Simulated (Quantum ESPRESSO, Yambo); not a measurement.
# Excitons of Te2Mo (P6_3/mmc) on ever denser meshes, part 2 of 4

How far does the k mesh set the exciton binding of Te2Mo (P6_3/mmc)?

Quantum ESPRESSO 7.5 and Yambo 5.3.0; PBE and many-body steps on it, plane waves. Known limits of the many-body steps: not at the basis limit; no spin-orbit coupling; coarse k mesh; bindings not settled in the k mesh.

So far. Step 4 (Screening and self-energy, 3×3×1 mesh, 182 bands …): The gap on the mesh goes from 0.97 eV to 1.42 eV, a correction of +0.45 eV. Step 5 (Empty states on the mesh, 3×3×1 mesh, 97 bands): On this mesh the gap is 0.975 eV.

## Step 7: Excitons

Light makes an electron and a hole together. The Bethe-Salpeter equation adds their screened attraction and their exchange, in a window of bands around the gap.

This step: Bethe-Salpeter equation on PBE with a scissors shift, plane waves, norm-conserving pseudopotentials.

The input, bse3.in:

```
optics
bss
bse
em1s
dipoles
rim_cut
RandQpts= 1000000
RandGvec= 1 RL
Chimod= "HARTREE"
BSKmod= "SEX"
BSEmod= "resonant"
BSSmod= "d"
BSENGexx= 20 Ry
BSENGBlk= 4 Ry
% BSEQptR
 1 | 1 |
%
% BSEBands
 54 | 66 |
%
% BEnRange
 0 | 4 | eV
%
% BDmRange
 0.1 | 0.1 | eV
%
BEnSteps= 81
% BLongDir
 1 | 0 | 0 |
%
% BndsRnXs
 45 | 97 |
%
NGsBlkXs= 4 Ry
% LongDrXs
 1 | 1 | 1 |
%
% KfnQP_E
 0.433 | 1.0 | 1.0 |
%
WRbsWF
FFTGvecs= 40 Ry
```

The run is started by

```
$ OMP_NUM_THREADS=2 mpirun -n 4 yambo -F bse3.in -J bse3 -C bse3 > bse3.log
```

What it wrote:

```text
 Yambo, version 5.3.0

 [02] CORE Variables Setup
 =========================

  [... cell, symmetries and grids as in the set-up ...]

  [02.05] Energies & Occupations
  ==============================

  [X] === General ===
  [X] Electronic Temperature                        :  0.000000  0.000000 [eV K]
  [X] Bosonic    Temperature                        :  0.000000  0.000000 [eV K]
  [X] Finite Temperature mode                       : no
  [X] El. density                                   :  0.82783E+24 [cm-3]
  [X] Fermi Level                                   :  13.90104 [eV]

  [X] === Gaps and Widths ===
  [X] Conduction Band Min                           :  0.974609 [eV]
  [X] Valence Band Max                              :  0.000000 [eV]
  [X] Filled Bands                                  :   62
  [X] Empty Bands                                   :   63   97
  [X] Direct Gap                                    :  1.038159 [eV]
  [X] Direct Gap localized at k                     :  3
  [X] Indirect Gap                                  :  0.974609 [eV]
  [X] Indirect Gap between kpts                     :  1  3
  [X] Last valence band width                       :  0.752227 [eV]
  [X] 1st conduction band width                     :  1.931069 [eV]

 [03] Transferred momenta grid and indexing
 ==========================================

 [BZ sampling] Q-grid is User defined and/or read from the database

 IBZ Q-points                                      :  3
 BZ  Q-points                                      :   9

 K/Q-points units:
 rlu = crystal or reduced units; cc = cartesian coordinates; iku = interal k-units

 Q [1]          [rlu]:  0.000000  0.000000  0.000000
 Q [2]          [rlu]:  0.88392E-16  0.33333       0.0000
 Q [3]          [rlu]:  0.333333  0.333333  0.000000

  [03.01] X + BSE indexes
  =======================

   [03.01.01] Sigma indexes
   ========================

 [04] Coloumb potential Random Integration (RIM)
 ===============================================

  [04.01] RIM initialization
  ==========================

  * Diagonal components only detected *

  8 x (sBL volume)        :  0.218128 [a.u.]
  sBZ random points       :  1000000
  Points outside the sBZ  :   7981908
  RL volume               :  0.245393 [a.u.]
  Integrated volume       :  0.245950 [a.u.]

  [04.02] RIM integrals
  =====================

  Gamma point sphere radius             :  0.109191 [a.u.]
  Points outside the sphere             :   799866
  [Int_sBZ(q=0) 1/q^2]*(Vol_sBZ)^(-1/3) =:  7.605463
                                 should be <:  7.795600

  Summary of Coulomb integrals for non-metallic bands |Q|[au] RIM/Bare

  Q [1] 0.100000E-4 0.975610 * Q [2] 0.363755 1.111704
  Q [3] 0.630042 1.038263

 [05] External/Internal QP corrections
 =====================================

 [QP_apply] Action to be applied: USER defined scissor

  [05.01]  QP corrections report
  ==============================

  [K+QP] === General ===
  [K+QP] Electronic Temperature                     :  0.000000  0.000000 [eV K]
  [K+QP] Bosonic    Temperature                     :  0.000000  0.000000 [eV K]
  [K+QP] Finite Temperature mode                    : no
  [K+QP] El. density                                :  0.82783E+24 [cm-3]
  [K+QP] Fermi Level                                :  0.000000 [eV]

  [K+QP] === Gaps and Widths ===
  [K+QP] Conduction Band Min                        :  1.407609 [eV]
  [K+QP] Valence Band Max                           :  0.000000 [eV]
  [K+QP] Filled Bands                               :   62
  [K+QP] Empty Bands                                :   63   97
  [K+QP] Direct Gap                                 :  1.471159 [eV]
  [K+QP] Direct Gap localized at k                  :  3
  [K+QP] Indirect Gap                               :  1.407609 [eV]
  [K+QP] Indirect Gap between kpts                  :  1  3
  [K+QP] Last valence band width                    :  0.752227 [eV]
[...]
MATRIX transfer (X_G_finite_q_X_redux_1_1) :      0.0001s P1 ( 3 calls,   0.041 msec avg) [MAX]      0.0001s P3 ( 3 calls,   0.021 msec avg) [min]
                         IO_and_Messaging_switch :      0.0001s P1 (42 calls,   0.002 msec avg) [MAX]      0.0001s P4 (36 calls,   0.002 msec avg) [min]
                              BSE matrix filling :      0.0002s P1 [MAX]      0.0001s P4 [min]
                          BSE components folding :      0.0001s P1 [MAX]      0.0001s P2 [min]
                                       X (REDUX) :      0.0047s P4 ( 3 calls,   1.581 msec avg) [MAX]      0.0002s P1 ( 3 calls,   0.051 msec avg) [min]
                                    scatter_Gamp :      0.0002s P3 ( 3 calls,   0.074 msec avg) [MAX]      0.0002s P1 ( 3 calls,   0.060 msec avg) [min]
                                    PP_uspp_init :      0.0003s P1 (11 calls,   0.026 msec avg) [MAX]      0.0002s P3 ( 8 calls,   0.024 msec avg) [min]
                              BSE matrix (REDUX) :      0.0007s P4 [MAX]      0.0006s P1 [min]
                                   X (procedure) :      0.0057s P1 ( 3 calls,   1.913 msec avg) [MAX]      0.0011s P2 ( 3 calls,   0.361 msec avg) [min]
                                      Xo (REDUX) :      0.0214s P3 ( 3 calls,   7.124 msec avg) [MAX]      0.0027s P1 ( 3 calls,   0.884 msec avg) [min]
                                  eval_G_minus_G :      0.0037s P1 [MAX]      0.0037s P2 [min]
                               SERIAL_lin_system :      0.0039s P1 ( 3 calls,   1.311 msec avg)
                                     BSE dipoles :      0.0041s P2 [MAX]      0.0041s P4 [min]
                                        io_QINDX :      0.0084s P1 ( 5 calls,   1.681 msec avg) [MAX]      0.0043s P4 ( 3 calls,   1.427 msec avg) [min]
                                           io_BS :      0.0057s P1 (14 calls,   0.407 msec avg) [MAX]      0.0045s P3 ( 9 calls,   0.505 msec avg) [min]
                                 bz_samp_indexes :      0.0055s P1 [MAX]      0.0055s P2 [min]
                                     K_WF_phases :      0.1276s P4 [MAX]      0.0056s P1 [min]
                                      T_space IP :      0.0062s P2 [MAX]      0.0062s P1 [min]
                                            io_X :      0.0190s P1 (15 calls,   1.268 msec avg) [MAX]      0.0074s P3 (15 calls,   0.494 msec avg) [min]
                                      io_DIPOLES :      0.0138s P1 (13 calls,   1.065 msec avg) [MAX]      0.0086s P3 ( 9 calls,   0.957 msec avg) [min]
                                     io_KB_pwscf :      0.0114s P4 ( 5 calls,   2.277 msec avg) [MAX]      0.0112s P2 ( 5 calls,   2.250 msec avg) [min]
                               T_space CORR Osc. :      0.1315s P1 ( 8 calls,  16.435 msec avg) [MAX]      0.0169s P4 ( 3 calls,   5.634 msec avg) [min]
                                         io_GROT :      0.0192s P2 ( 2 calls,   9.605 msec avg) [MAX]      0.0184s P4 ( 2 calls,   9.191 msec avg) [min]
                                     io_fragment :      0.0289s P1 (33 calls,   0.877 msec avg) [MAX]      0.0232s P3 (22 calls,   1.056 msec avg) [min]
                            X T_space Kernel sum :      0.3692s P1 (16 calls,  23.074 msec avg) [MAX]      0.0249s P4 ( 6 calls,   4.147 msec avg) [min]
                                       FFT_setup :      0.0362s P1 (11 calls,   3.290 msec avg) [MAX]      0.0283s P4 ( 8 calls,   3.537 msec avg) [min]
                                T_space EXX Osc. :      0.0597s P1 ( 6 calls,   9.949 msec avg) [MAX]      0.0290s P4 ( 3 calls,   9.683 msec avg) [min]
                                           io_WF :      0.0427s P1 (38 calls,   1.123 msec avg) [MAX]      0.0336s P4 (28 calls,   1.200 msec avg) [min]
                                     WF_load_FFT :      0.0572s P1 (11 calls,   5.198 msec avg) [MAX]      0.0433s P3 ( 8 calls,   5.415 msec avg) [min]
                SERIAL_HERMITIAN_diagonalization :      0.1131s P3 [MAX]      0.1123s P1 [min]
                                  LINEAR ALGEBRA :      0.1162s P1 ( 4 calls,  29.062 msec avg) [MAX]      0.1125s P2 [min]
                                    Diago Solver :      0.1267s P1 [MAX]      0.1217s P3 [min]
                                X T_space Kernel :      0.5918s P1 [MAX]      0.2196s P4 [min]
                                  Xo (procedure) :      0.2891s P4 ( 3 calls,  96.383 msec avg) [MAX]      0.2719s P3 ( 3 calls,  90.632 msec avg) [min]
                                             RIM :      0.4769s P1 [MAX]      0.4767s P3 [min]
                                  DIPOLE_g_space :      0.9880s P2 [MAX]      0.9536s P3 [min]
                                         Dipoles :      2.0000s P1 [MAX]      2.0000s P2 [min]

 [11] Game Over & Game summary
```

Run time: 4.3 s. Hardware: 4 MPI ranks of Arm Neoverse V2, shared host; peak memory 1.1 GiB; 18 s of CPU time.

This step gave:

- transitions in the window: 324
- direct gap of the transition levels: 1.471 eV
- lowest state: 1.286 eV
- first strong exciton (over a fiftieth of the strongest listed): 1.286 eV
- binding of the lowest state below the direct gap: 0.1850 eV
- Coulomb term of one mesh cell: 0.2016 eV

The binding is 0.92 times the screened Coulomb term of one mesh cell (0.20 eV), so it is not shown settled.

The lowest state lies at 1.286 eV, 0.185 eV under the direct gap.

Lines within 3 meV are set at the lowest of them, and the highest group, which the list may cut short, is left out. Lines of the exciton spectrum (strongest = 100):

| position (eV) | lines merged | strength, relative |
| --- | --- | --- |
| 1.286 | 4 | 100 |
| 1.486 | 1 | 0.0 |
| 1.513 | 1 | 0.0 |
| 1.621 | 4 | 8.6 |
| 1.718 | 1 | 0.0 |
| 1.837 | 1 | 0.0 |
| 2.096 | 2 | 0.0 |
| 2.119 | 2 | 0.0 |
| 2.148 | 2 | 3.8 |
| 2.233 | 2 | 0.0 |
| 2.253 | 2 | 0.9 |

The ε₂ has structure finer than the step of the table below, so its rows give means over 0.2 eV, whole bins alone (the curve runs from 0 to 4 eV). Peaks (eV: height): BSE 1.30: 53.0, 2.55: 28.5, 3.00: 36.8; no electron-hole interaction 1.50: 38.7, 1.70: 29.5, 3.20: 28.4.

Field along x; broadening 0.1 eV; transition window only. Limits: finite bands, cutoff and mesh; no spin-orbit coupling; coarse k mesh; exciton not shown settled in the k mesh. ε₂ against photon energy; means over each step:

```
photon energy (eV)    BSE  no electron-hole interaction
               0.2  0.606                         0.436
               0.4  0.863                         0.579
               0.6   1.36                         0.817
               0.8   2.53                          1.27
               1.0   6.78                          2.33
               1.2   32.3                          6.11
               1.4   28.1                          26.8
               1.6   9.59                          28.7
               1.8   4.43                          17.8
               2.0   3.74                          4.97
               2.2   6.00                          3.48
               2.4   14.3                          4.26
               2.6   23.9                          8.02
               2.8   21.5                          19.9
               3.0   30.4                          24.6
               3.2   10.9                          25.2
               3.4   5.31                          13.1
               3.6   3.30                          5.85
               3.8   2.24                          2.94
```

## Step 8: Triplet (no exchange term)

bse4.in, as its differences from bse3.in of step 7:

```diff
@@ -12,3 +12,3 @@
 BSSmod= "d"
-BSENGexx= 20 Ry
+BSENGexx= 1 RL
 BSENGBlk= 4 Ry
```

The run is started by

```
$ OMP_NUM_THREADS=2 mpirun -n 4 yambo -F bse4.in -J bse4,bse3_W -C bse4 > bse4.log
```

What it wrote:

```text
 Yambo, version 5.3.0

 [02] CORE Variables Setup
 =========================

  [... cell, symmetries and grids as in the set-up ...]

  [02.05] Energies & Occupations
  ==============================

  [X] === General ===
  [X] Electronic Temperature                        :  0.000000  0.000000 [eV K]
  [X] Bosonic    Temperature                        :  0.000000  0.000000 [eV K]
  [X] Finite Temperature mode                       : no
  [X] El. density                                   :  0.82783E+24 [cm-3]
  [X] Fermi Level                                   :  13.90104 [eV]

  [X] === Gaps and Widths ===
  [X] Conduction Band Min                           :  0.974609 [eV]
  [X] Valence Band Max                              :  0.000000 [eV]
  [X] Filled Bands                                  :   62
  [X] Empty Bands                                   :   63   97
  [X] Direct Gap                                    :  1.038159 [eV]
  [X] Direct Gap localized at k                     :  3
  [X] Indirect Gap                                  :  0.974609 [eV]
  [X] Indirect Gap between kpts                     :  1  3
  [X] Last valence band width                       :  0.752227 [eV]
  [X] 1st conduction band width                     :  1.931069 [eV]

 [03] Transferred momenta grid and indexing
 ==========================================

 IBZ Q-points                                      :  3
 BZ  Q-points                                      :   9

 K/Q-points units:
 rlu = crystal or reduced units; cc = cartesian coordinates; iku = interal k-units

 Q [1]          [rlu]:  0.000000  0.000000  0.000000
 Q [2]          [rlu]:  0.88392E-16  0.33333       0.0000
 Q [3]          [rlu]:  0.333333  0.333333  0.000000

[...]
io_QINDX :      0.0045s P2 ( 3 calls,   1.512 msec avg) [MAX]      0.0044s P1 ( 3 calls,   1.465 msec avg) [min]
                           K_WF_phases :      0.0405s P3 [MAX]      0.0056s P1 [min]
                            io_DIPOLES :      0.0063s P1 ( 5 calls,   1.263 msec avg) [MAX]      0.0057s P3 ( 4 calls,   1.413 msec avg) [min]
                            T_space IP :      0.0062s P1 [MAX]      0.0062s P3 [min]
                           io_fragment :      0.0166s P1 (19 calls,   0.873 msec avg) [MAX]      0.0122s P4 (14 calls,   0.874 msec avg) [min]
                                 io_WF :      0.0241s P1 (24 calls,   1.003 msec avg) [MAX]      0.0149s P4 (14 calls,   1.063 msec avg) [min]
                             FFT_setup :      0.0232s P1 ( 8 calls,   2.895 msec avg) [MAX]      0.0157s P4 ( 5 calls,   3.146 msec avg) [min]
                                  io_X :      0.0165s P3 (14 calls,   1.180 msec avg) [MAX]      0.0165s P2 (14 calls,   1.178 msec avg) [min]
                     T_space CORR Osc. :      0.1309s P1 ( 8 calls,  16.356 msec avg) [MAX]      0.0166s P4 ( 3 calls,   5.534 msec avg) [min]
                           WF_load_FFT :      0.0308s P1 ( 7 calls,   4.405 msec avg) [MAX]      0.0180s P4 ( 4 calls,   4.490 msec avg) [min]
                  X T_space Kernel sum :      0.2760s P1 (16 calls,  17.252 msec avg) [MAX]      0.0186s P4 ( 6 calls,   3.094 msec avg) [min]
                               io_GROT :      0.0202s P1 ( 2 calls,  10.077 msec avg) [MAX]      0.0199s P2 ( 2 calls,   9.969 msec avg) [min]
                      T_space EXX Osc. :      0.0598s P1 ( 6 calls,   9.971 msec avg) [MAX]      0.0308s P3 ( 3 calls,  10.257 msec avg) [min]
      SERIAL_HERMITIAN_diagonalization :      0.1124s P1 [MAX]      0.1120s P2 [min]
                        LINEAR ALGEBRA :      0.1124s P1 [MAX]      0.1120s P2 [min]
                          Diago Solver :      0.1264s P1 [MAX]      0.1211s P3 [min]
                      X T_space Kernel :      0.4989s P1 [MAX]      0.1283s P4 [min]

 [11] Game Over & Game summary
[key lines of the parts left out:]
Dipoles :      0.0025s P1 [MAX]      0.0025s P2 [min]
```

Run time: 1.5 s. Hardware: 4 MPI ranks; peak memory 0.27 GiB.

The lowest triplet lies at 1.164 eV; without spin-orbit coupling triplets are dark, so no spectrum is read.

## Step 9: Empty states on the mesh, 6×6×2 mesh, 97 bands

This step: Quantum ESPRESSO 7.5; DFT, PBE, plane waves, norm-conserving pseudopotentials.

The input, pw.in:

```
&control
  calculation = 'nscf'
  prefix = 'x'
  outdir = 'o'
  pseudo_dir = 'pseudo'
/
&system
  ibrav = 0
  nat = 6
  ntyp = 2
  ecutwfc = 88.0
  nbnd = 97
  force_symmorphic = .true.
/
&electrons
  conv_thr = 1e-9
  electron_maxstep = 80
  diago_full_acc = .true.
  diago_thr_init = 5e-6
/
ATOMIC_SPECIES
  Te 127.6 Te.upf
  Mo 95.95 Mo.upf
CELL_PARAMETERS angstrom
  3.5182000000 -0.0000000000 0.0000000000
  -1.7591000000 3.0468505756 0.0000000000
  0.0000000000 0.0000000000 13.9736000000
ATOMIC_POSITIONS crystal
  Te 0.3333333333 0.6666666667 0.6210000000
  Te 0.6666666667 0.3333333333 0.1210000000
  Te 0.3333333333 0.6666666667 0.8790000000
  Te 0.6666666667 0.3333333333 0.3790000000
  Mo 0.3333333333 0.6666666667 0.2500000000
  Mo 0.6666666667 0.3333333333 0.7500000000
K_POINTS automatic
  6 6 2 0 0 0
```

The run is started by

```
$ OMP_NUM_THREADS=1 mpirun -n 8 pw.x -nk 4 -in pw.in > pw.out
```

What it wrote:

```text
[banner, memory and clock lines left out]
Program PWSCF v.7.5 starts

     Atomic positions and unit cell read from directory:
     o/x.save/

     Message from routine setup:
     using ibrav=0 with symmetry is DISCOURAGED, use correct ibrav instead

     bravais-lattice index     =            0
     lattice parameter (alat)  =       6.6484  a.u.
     unit-cell volume          =    1010.8264 (a.u.)^3
     number of atoms/cell      =            6
     number of atomic types    =            2
     number of electrons       =       124.00
[...]
-145.4667-145.4667-145.4667-145.4667 -95.5147 -95.5147 -95.5147 -95.5147
[...]
28.8908

          k = 0.0000 0.1925 0.0000 ( 14059 PWs)   bands (ev):

  -145.4667-145.4667-145.4667-145.4667 -95.5148 -95.5148 -95.5147 -95.5147
[...]
24.1206  24.4211  24.4951  24.9823  25.1155  25.3660  25.6374  25.6947
    26.0658  26.0762  26.6210  27.2472  27.6623  28.3649  28.4038  28.6185
    28.7425

          k = 0.0000 0.1925-0.1259 ( 14044 PWs)   bands (ev):

     [... further k-points ...]

     highest occupied, lowest unoccupied level (ev):    13.9010   14.7296

     XML data file, pseudopotentials, collected wavefunctions
```

The job ended after 24 s (8 MPI ranks; peak memory 1 GiB).

Numbers from this step:

```
gap                                                           : 0.8285 eV
k of the valence top                                          : 0, 0, 0
k of the conduction bottom                                    : 0.1667, 0.1667, 0
least direct gap                                              : 1.038 eV
k points computed                                             : 14
lowest point of the top converged band, above the valence top : 14.49 eV
```

On this mesh the gap is 0.829 eV.

## Step 10: Conversion and set-up

This step: Yambo 5.3.0; conversion and set-up on PBE, plane waves, norm-conserving pseudopotentials.

The run is started by

```
$ (cd o/x.save; p2y > p2y.log; mv SAVE ../..); yambo > setup.log
```

What it wrote:

```text
 Yambo, version 5.3.0

 [02] CORE Variables Setup
 =========================

  [02.01] Unit cells
  ==================

  Cell kind             :  HCP
  Atoms in the cell     :  Te  Mo
  number of Te atoms    :   4
  number of Mo atoms    :  2

  List of atomic masses
  Mass of Te    :  127.6000
  Mass of Mo    :  95.95000

  List of atomic coordinates    : [cc]
  Te1       : -0.33242E-09   3.8385       16.398      order 1
  Te2       :  3.324217  1.919238  3.195160  order 2
  Te3       : -0.33242E-09   3.8385       23.211      order 3
[...]
Q [ 1]         [rlu]:  0.000000  0.000000  0.000000
 Q [ 2]         [rlu]:  0.000000  0.000000 -0.500000
 Q [ 3]         [rlu]:  0.44196E-16  0.16667       0.0000
[...]
Q [ 8]         [rlu]: -0.13259E-15 -0.50000     -0.50000
 Q [ 9]         [rlu]:  0.166667  0.166667  0.000000
 Q [10]         [rlu]:  0.166667  0.166667 -0.500000
 Q [11]         [rlu]:  0.166667  0.333333  0.000000
 Q [12]         [rlu]:  0.166667  0.333333 -0.500000
 Q [13]         [rlu]:  0.333333  0.333333  0.000000
 Q [14]         [rlu]:  0.333333  0.333333 -0.500000

  [03.01] X indexes
  =================

   [03.01.01] Sigma indexes
   ========================

 [06] Game Over & Game summary
```

Run time: 3.6 s. Hardware: 1 MPI rank; peak memory 0.26 GiB.

(Part 2 of 4 ends here.)

[Paths, hosts, dates, memory and timing lines, banners, echoed tables and standing remarks are left out of the program output.]

[Logs are printed without paths, hosts, clocks, repeated set-up lines and the standing remarks that a program may print on its own settings, such as how far it seeks lower states.]

[Runs of the session that timed out or met a known fault of the program may be left out.]

[Hosts, paths, dates, database ids (printed as entryN), source tags and the programs' standing remarks are cut or masked in the printed files.]
